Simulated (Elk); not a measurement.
# Optical conductivity and Kerr rotation of InCo3N

How strongly does InCo3N turn reflected light?

Main program and level: Elk 11.2.3 (patched build); PBEsol; all-electron APW+lo, Dirac cores, scalar-relativistic bands with second-variational spin-orbit coupling.

### Step 1. Starting point

The structure is cubic, space group Pm-3m (No. 221). The conventional cell has a = 3.827 Å, b = 3.827 Å, c = 3.827 Å, α = 90.00°, β = 90.00°, γ = 90.00°. Nearest to In lie 12 Co at 2.71 Å. Nearest to Co lie 2 N at 1.91 Å. N has 6 Co at 1.91 Å nearest. Farther neighbours and most contacts between anions are not listed.

Coordinates:

```cif
data_structure
_symmetry_space_group_name_H-M 'P 1'
_symmetry_Int_Tables_number 1
_cell_length_a 3.8271
_cell_length_b 3.8271
_cell_length_c 3.8271
_cell_angle_alpha 90.000
_cell_angle_beta 90.000
_cell_angle_gamma 90.000
_cell_volume 56.05
loop_
_atom_site_label
_atom_site_type_symbol
_atom_site_fract_x
_atom_site_fract_y
_atom_site_fract_z
_atom_site_occupancy
In1 In 0.00000 0.00000 0.00000 1
Co2 Co 0.50000 0.50000 0.00000 1
Co3 Co 0.50000 0.00000 0.50000 1
Co4 Co 0.00000 0.50000 0.50000 1
N5 N 0.50000 0.50000 0.50000 1
```

The cell comes from a database of computed structures and need not be the stable phase.

### Step 2. Ground state with spin–orbit coupling

In a ferromagnet the Kerr effect comes from exchange splitting and spin–orbit coupling together. The parallel order is imposed here; no other order was tried.

In this input [001] lies along z, the axis of the moments and of the light.

The last three numbers of an atom's line are a seed field in its sphere. It points against the wanted moment and shrinks by the factor reducebf each loop.

elk.in

```
tasks
  0
  15
  33
  73

xctype
  22

rgkmax
  7.0

nempty
  14

swidth
  0.002

reducebf
  0.5

epsengy
  1e-05

maxscl
  100

lmaxi
  3

spinpol
  .true.

spinorb
  .true.

cmagz
  .true.

sppath
  './'

avec
  7.23217349094 0.00000000000 0.00000000000
  0.00000000000 7.23217349094 0.00000000000
  0.00000000000 0.00000000000 7.23217349094

atoms
  3
  'In.in'
  1
  0.0000000000 0.0000000000 0.0000000000   0.000000 0.000000 0.000000
  'Co.in'
  3
  0.5000000000 0.5000000000 0.0000000000   0.000000 0.000000 -0.100000
  0.5000000000 0.0000000000 0.5000000000   0.000000 0.000000 -0.100000
  0.0000000000 0.5000000000 0.5000000000   0.000000 0.000000 -0.100000
  'N.in'
  1
  0.5000000000 0.5000000000 0.5000000000   0.000000 0.000000 0.000000

ngridk
  6 6 6

plot3d
  0 0 0
  1 0 0
  0 1 0
  0 0 1
  20 20 20
```

Run with:

```
$ OMP_NUM_THREADS=4 elk
```

Numbers of over 12 decimals in the logs are rounded to 6 here.

Log:

```text
Warning(gndstate): core states of species 1 leak from the muffin-tin :   0.1334242622E-03
Warning(gndstate): core states of species 2 leak from the muffin-tin :   0.3073812536E-02
Warning(chksvso): spin-orbit splittings by the second variation are low [figures from our tests cut]: local-orbitals by j (lorbdm 7 and 8, zora) mend levels alone

--- INFO.OUT ---
┌─────────────────────────┐
│ Elk code version 11.2.3 │
└─────────────────────────┘

All units are atomic (Hartree, Bohr, etc.)

┌─────────────────────────────────────────────────┐
│ Ground-state run starting from atomic densities │
└─────────────────────────────────────────────────┘

Lattice vectors :
   7.232173491       0.000000000       0.000000000
   0.000000000       7.232173491       0.000000000
   0.000000000       0.000000000       7.232173491

Species : 1 (In)
 parameters loaded from : In.in
 name : indium
 nuclear charge    :   -49.00000000
 electronic charge :    49.00000000
 atomic mass :    209300.4102
 muffin-tin radius :    2.600000000
 number of radial points in muffin-tin :   1193
 inner part over the whole radius :   0.9943151076E-02
 number on inner part of muffin-tin    :    850
 approximate nuclear radius :   0.8768807633E-04
 number of mesh points to nuclear radius :    427
 atomic positions (lattice), magnetic fields (Cartesian) :
  1 :   0.00000000  0.00000000  0.00000000    0.00000000  0.00000000  0.00000000

Species : 2 (Co)
 parameters loaded from : Co.in
 name : cobalt
 nuclear charge    :   -27.00000000
 electronic charge :    27.00000000
 atomic mass :    107428.6517
 muffin-tin radius :    2.037763855
 number of radial points in muffin-tin :    993
 inner part over the whole radius :   0.9856053796E-02
 number on inner part of muffin-tin    :    697
 approximate nuclear radius :   0.7243775530E-04
 number of mesh points to nuclear radius :    337
 atomic positions (lattice), magnetic fields (Cartesian) :
  1 :   0.50000000  0.50000000  0.00000000    0.00000000  0.00000000 -0.10000000
  2 :   0.50000000  0.00000000  0.50000000    0.00000000  0.00000000 -0.10000000
  3 :   0.00000000  0.50000000  0.50000000    0.00000000  0.00000000 -0.10000000

Species : 3 (N)
 parameters loaded from : N.in
 name : nitrogen
 nuclear charge    :   -7.000000000
 electronic charge :    7.000000000
 atomic mass :    25532.65216
 muffin-tin radius :    1.528322891
 number of radial points in muffin-tin :    593
 inner part over the whole radius :   0.9942677584E-02
 number on inner part of muffin-tin    :    405
 approximate nuclear radius :   0.4939692610E-04
 number of mesh points to nuclear radius :    171
 atomic positions (lattice), magnetic fields (Cartesian) :
  1 :   0.50000000  0.50000000  0.50000000    0.00000000  0.00000000  0.00000000

Total number of atoms per unit cell :    5
Total muffin-tin volume :    194.9091933
 ratio of muffin-tin to unit cell volume :   0.5152592734

Spin treatment :
 spin-polarised
 spin-orbit coupling
 global magnetic field (Cartesian) :    0.000000000       0.000000000       0.000000000
 collinear magnetisation in z-direction

Number of Bravais lattice symmetries :   48
Number of crystal symmetries         :    8
Crystal has inversion symmetry
Real symmetric eigensolver will be used

k-point grid :      6     6     6
k-point offset :    0.000000000       0.000000000       0.000000000
k-point set is reduced with full crystal symmetry group
Total number of k-points :       44

Muffin-tin radius times maximum |G+k| :    7.000000000
 using average radius
Maximum |G+k| for APW functions       :    3.417429953
Maximum (1/2)|G+k|²                   :    5.839413740
Maximum |G| for potential and density :    12.00000000
Constant for pseudocharge density :    8
 order of it for each species :   15  15  15
 order of it for pair densities of each species (exact exchange by exxq0 0: 15) :   15   9   4
Radial integration step length :    1

G-vector grid sizes :     28    28    28
Number of G-vectors :    11067

Maximum angular momentum used for
 APW functions            :    8
 outer part of muffin-tin :    6
 inner part of muffin-tin :    3

Number of empty states         :     70
Total number of valence states :    210
Total number of core states    :     68

Third-order local-orbitals added for an l without core states : T
Total number of local-orbitals :     91

Exchange-correlation functional :     22     0     0
 PBEsol, Phys. Rev. Lett. 100, 136406 (2008)
 gradient requirement :    1
 generalised gradient approximation (GGA)

Smearing type :    3
 Fermi-Dirac
Smearing width :   0.2000000000E-02
Effective electronic temperature (K) :    631.5500496

Mixing type :    3
 Broyden mixing, J. Phys. A: Math. Gen. 17, L317 (1984)

Kohn-Sham potential initialised from atomic data

┌──────────────────────────────┐
│ Self-consistent loop started │
└──────────────────────────────┘

┌─────────────────┐
│ Loop number : 1 │
└─────────────────┘

Energies :
 Fermi                       :     0.248178
 sum of occupied eigenvalues :     -5975.8227723991
 electron kinetic            :      10468.205040186
 core electron kinetic       :      9842.6177916800
 Coulomb                     :     -20241.284355762
 Coulomb potential           :     -15989.073780676
 nuclear-nuclear             :     -1450.9795139772
 electron-nuclear            :     -21637.658659447
 Hartree                     :      2847.3538176617
 Madelung                    :     -12246.747465424
 xc potential                :     -454.68358461559
 xc effective B-field        :    -0.157653
 external B-field            :      0.000000
 exchange                    :     -332.16366235019
 correlation                 :     -7.651717
 electron entropic           :    -0.21912465396234E-02
 total energy                :     -10112.896886072
 (external B-field energy excluded from total)

Density of states at Fermi energy :    167.9569810
 (states/Hartree/unit cell)

Estimated indirect band gap :   0.2455110825E-03
 from k-point 40 to k-point 16
Estimated direct band gap   :   0.1223914557E-02
 at k-point 34

Charges :
 core                        :    68.00000000
 valence                     :    69.00000000
 interstitial                :    7.076610707
 muffin-tins (core leakage)
  species : 1 (In)
   atom 1                    :    47.23699236     (  0.1451916327E-03)
  species : 2 (Co)
   atom 1                    :    25.47906632     (  0.3116512669E-02)
   atom 2                    :    25.47895819     (  0.3116512669E-02)
   atom 3                    :    25.47895819     (  0.3116512669E-02)
  species : 3 (N)
   atom 1                    :    6.249414220     (  0.3137934305E-05)
 total in muffin-tins        :    129.9233893
 total calculated charge     :    136.9896545
 total charge                :    137.0000000
 error                       :   0.1034545783E-01

Moments :
 interstitial                :  -0.2853150723
 muffin-tins
  species : 1 (In)
   atom 1                    :  -0.1282135713
  species : 2 (Co)
   atom 1                    :    1.531992214
   atom 2                    :    1.531149842
   atom 3                    :    1.531149842
  species : 3 (N)
   atom 1                    :   0.1783475606E-01
 total in muffin-tins        :    4.483913082
 total moment                :    4.198598010

[... earlier loops left out ...]

┌──────────────────┐
│ Loop number : 26 │
└──────────────────┘

Energies :
 Fermi                       :     0.372458
 sum of occupied eigenvalues :     -5962.7668766366
 electron kinetic            :      10469.816450845
 core electron kinetic       :      9843.2665479295
 Coulomb                     :     -20242.217806104
 Coulomb potential           :     -15987.105639272
 nuclear-nuclear             :     -1450.9795139772
 electron-nuclear            :     -21641.318133431
 Hartree                     :      2850.0798413045
 Madelung                    :     -12248.664986468
 xc potential                :     -445.41831647641
 xc effective B-field        :    -0.59371593183905E-01
 external B-field            :      0.000000
 exchange                    :     -331.85556393616
 correlation                 :     -7.664856
 electron entropic           :    -0.11455286463623E-02
 total energy                :     -10111.922920259
 (external B-field energy excluded from total)

Density of states at Fermi energy :    85.58693317
 (states/Hartree/unit cell)

Estimated indirect band gap :   0.1694142341E-02
 from k-point 38 to k-point 3
Estimated direct band gap   :   0.4709749893E-02
 at k-point 38

Charges :
 core                        :    68.00000000
 valence                     :    69.00000000
 interstitial                :    7.384476708
 muffin-tins (core leakage)
  species : 1 (In)
   atom 1                    :    47.63708647     (  0.1334242622E-03)
  species : 2 (Co)
   atom 1                    :    25.41894945     (  0.3073794935E-02)
   atom 2                    :    25.41892209     (  0.3073812536E-02)
   atom 3                    :    25.41892209     (  0.3073812536E-02)
  species : 3 (N)
   atom 1                    :    5.721643197     (  0.3134627963E-05)
 total in muffin-tins        :    129.6155233
 total calculated charge     :    136.9898308
 total charge                :    137.0000000
 error                       :   0.1016921234E-01

Moments :
 interstitial                :  -0.7165064550E-01
 muffin-tins
  species : 1 (In)
   atom 1                    :  -0.5334150597E-01
  species : 2 (Co)
   atom 1                    :   0.8830284760
   atom 2                    :   0.8815605348
   atom 3                    :   0.8815605348
  species : 3 (N)
   atom 1                    :   0.8965220068E-01
 total in muffin-tins        :    2.682460240
 total moment                :    2.610809595

┌──────────────────────────────┐
│ Self-consistent loop stopped │
└──────────────────────────────┘

Warning : core states of species 1 leak from the muffin-tin :   0.1334242622E-03

Warning : core states of species 2 leak from the muffin-tin :   0.3073812536E-02

Wrote STATE.OUT
```

Elapsed: 12 min, on 4 threads of Arm Neoverse V1, shared host; peak memory 0.54 GiB.

Spin moment in the muffin-tin sphere by atom:

| atom | spin moment in the muffin-tin sphere (μB) |
| --- | --- |
| In1 | -0.053 |
| Co2 | 0.883 |
| Co3 | 0.882 |
| Co4 | 0.882 |
| N5 | 0.090 |

Read from the output:

| Property | Result |
| --- | --- |
| density of states at the Fermi level | 3.145 states/eV/cell |
| moment between the spheres | -0.07165 μB |
| magnetization | 2.611 μB |
| final state | ferromagnetic |

After 26 cycles the largest moment stands at 0.883 μB.

Orbital moment <L> in the sphere by atom:

| atom | x (μB) | y (μB) | z (μB) | size |
| --- | --- | --- | --- | --- |
| In1 | 0.0000 | 0.0000 | 0.0008 | 0.0008 |
| Co2 | 0.0000 | 0.0000 | 0.0397 | 0.0397 |
| Co3 | 0.0000 | 0.0000 | -0.0039 | 0.0039 |
| Co4 | 0.0000 | 0.0000 | -0.0039 | 0.0039 |
| N5 | 0.0000 | 0.0000 | 0.0024 | 0.0024 |

### Step 3. States and momentum matrix elements on a finer mesh

Optical spectra need more k points than the density, so the states are solved once on a finer mesh in the saved potential.

elk.in

```
tasks
  1
  120

xctype
  22

rgkmax
  7.0

nempty
  14

swidth
  0.002

reducebf
  0.5

epsengy
  1e-05

maxscl
  1

lmaxi
  3

spinpol
  .true.

spinorb
  .true.

cmagz
  .true.

sppath
  './'

avec
  7.23217349094 0.00000000000 0.00000000000
  0.00000000000 7.23217349094 0.00000000000
  0.00000000000 0.00000000000 7.23217349094

atoms
  3
  'In.in'
  1
  0.0000000000 0.0000000000 0.0000000000   0.000000 0.000000 0.000000
  'Co.in'
  3
  0.5000000000 0.5000000000 0.0000000000   0.000000 0.000000 -0.000100
  0.5000000000 0.0000000000 0.5000000000   0.000000 0.000000 -0.000100
  0.0000000000 0.5000000000 0.5000000000   0.000000 0.000000 -0.000100
  'N.in'
  1
  0.5000000000 0.5000000000 0.5000000000   0.000000 0.000000 0.000000

ngridk
  10 10 10
```

Run with:

```
$ OMP_NUM_THREADS=4 elk
```

Log:

```text
Warning(gndstate): core states of species 1 leak from the muffin-tin :   0.1334242623E-03
Warning(gndstate): core states of species 2 leak from the muffin-tin :   0.3073812699E-02
Warning(chksvso): spin-orbit splittings by the second variation are low [figures from our tests cut]: local-orbitals by j (lorbdm 7 and 8, zora) mend levels alone

--- INFO.OUT ---
┌─────────────────────────┐
│ Elk code version 11.2.3 │
└─────────────────────────┘

All units are atomic (Hartree, Bohr, etc.)

┌──────────────────────────────────────────┐
│ Ground-state run resuming from STATE.OUT │
└──────────────────────────────────────────┘

Lattice vectors :
   7.232173491       0.000000000       0.000000000
   0.000000000       7.232173491       0.000000000
   0.000000000       0.000000000       7.232173491

Species : 1 (In)
 muffin-tin radius :    2.600000000
 atomic positions (lattice), magnetic fields (Cartesian) :
  1 :   0.00000000  0.00000000  0.00000000    0.00000000  0.00000000  0.00000000

Species : 2 (Co)
 muffin-tin radius :    2.037763855
 atomic positions (lattice), magnetic fields (Cartesian) :
  1 :   0.50000000  0.50000000  0.00000000    0.00000000  0.00000000  0.00000000
  2 :   0.50000000  0.00000000  0.50000000    0.00000000  0.00000000  0.00000000
  3 :   0.00000000  0.50000000  0.50000000    0.00000000  0.00000000  0.00000000

Species : 3 (N)
 muffin-tin radius :    1.528322891
 atomic positions (lattice), magnetic fields (Cartesian) :
  1 :   0.50000000  0.50000000  0.50000000    0.00000000  0.00000000  0.00000000

Total number of atoms per unit cell :    5
Total muffin-tin volume :    194.9091933
 ratio of muffin-tin to unit cell volume :   0.5152592734

Spin treatment :
 spin-polarised
 spin-orbit coupling
[...]
xc potential                :     -445.33882911335
 xc effective B-field        :    -0.61130628129622E-01
 external B-field            :      0.000000
 exchange                    :     -331.85165913691
 correlation                 :     -7.664735
 electron entropic           :    -0.11730027868136E-02
 total energy                :     -10111.921251755
 (external B-field energy excluded from total)

Density of states at Fermi energy :    86.94920899
 (states/Hartree/unit cell)

Estimated indirect band gap :   0.3893037654E-03
 from k-point 80 to k-point 126
Estimated direct band gap   :   0.1321568434E-02
 at k-point 147

Charges :
 core                        :    68.00000000
 valence                     :    69.00000000
 interstitial                :    7.387769677
 muffin-tins (core leakage)
  species : 1 (In)
   atom 1                    :    47.64000505     (  0.1334242623E-03)
  species : 2 (Co)
   atom 1                    :    25.41677990     (  0.3073794587E-02)
   atom 2                    :    25.41657976     (  0.3073812699E-02)
   atom 3                    :    25.41657976     (  0.3073812699E-02)
  species : 3 (N)
   atom 1                    :    5.722285850     (  0.3134627885E-05)
 total in muffin-tins        :    129.6122303
 total calculated charge     :    136.9898019
 total charge                :    137.0000000
 error                       :   0.1019813036E-01

Moments :
 interstitial                :  -0.6524362995E-01
 muffin-tins
  species : 1 (In)
   atom 1                    :  -0.5025818916E-01
  species : 2 (Co)
   atom 1                    :   0.8985212460
   atom 2                    :   0.8970872864
   atom 3                    :   0.8970872864
  species : 3 (N)
   atom 1                    :   0.9148567628E-01
 total in muffin-tins        :    2.733923306
 total moment                :    2.668679676

┌──────────────────────────────┐
│ Self-consistent loop stopped │
└──────────────────────────────┘

Warning : core states of species 1 leak from the muffin-tin :   0.1334242623E-03

Warning : core states of species 2 leak from the muffin-tin :   0.3073812699E-02
```

It took 3.8 min on 4 threads; peak memory 1 GiB.

This step gave:

```
magnetization  : 2.669 μB
largest moment : 0.8985 μB
```

[end of part 1 of 2]

[Logs and program files are shortened in this print: banners, set-up blocks, solver, clock and traceback lines can be left out without a mark of their own.]

[Logs are printed without paths, hosts, clocks, repeated set-up lines and the standing remarks that a program may print on its own settings, such as how far it seeks lower states.]

[Hosts, paths, dates, database ids (printed as entryN), source tags and the programs' standing remarks are cut or masked in the printed files.]

[Where a cell is said to come from a database of computed structures, the database is the Materials Project.]
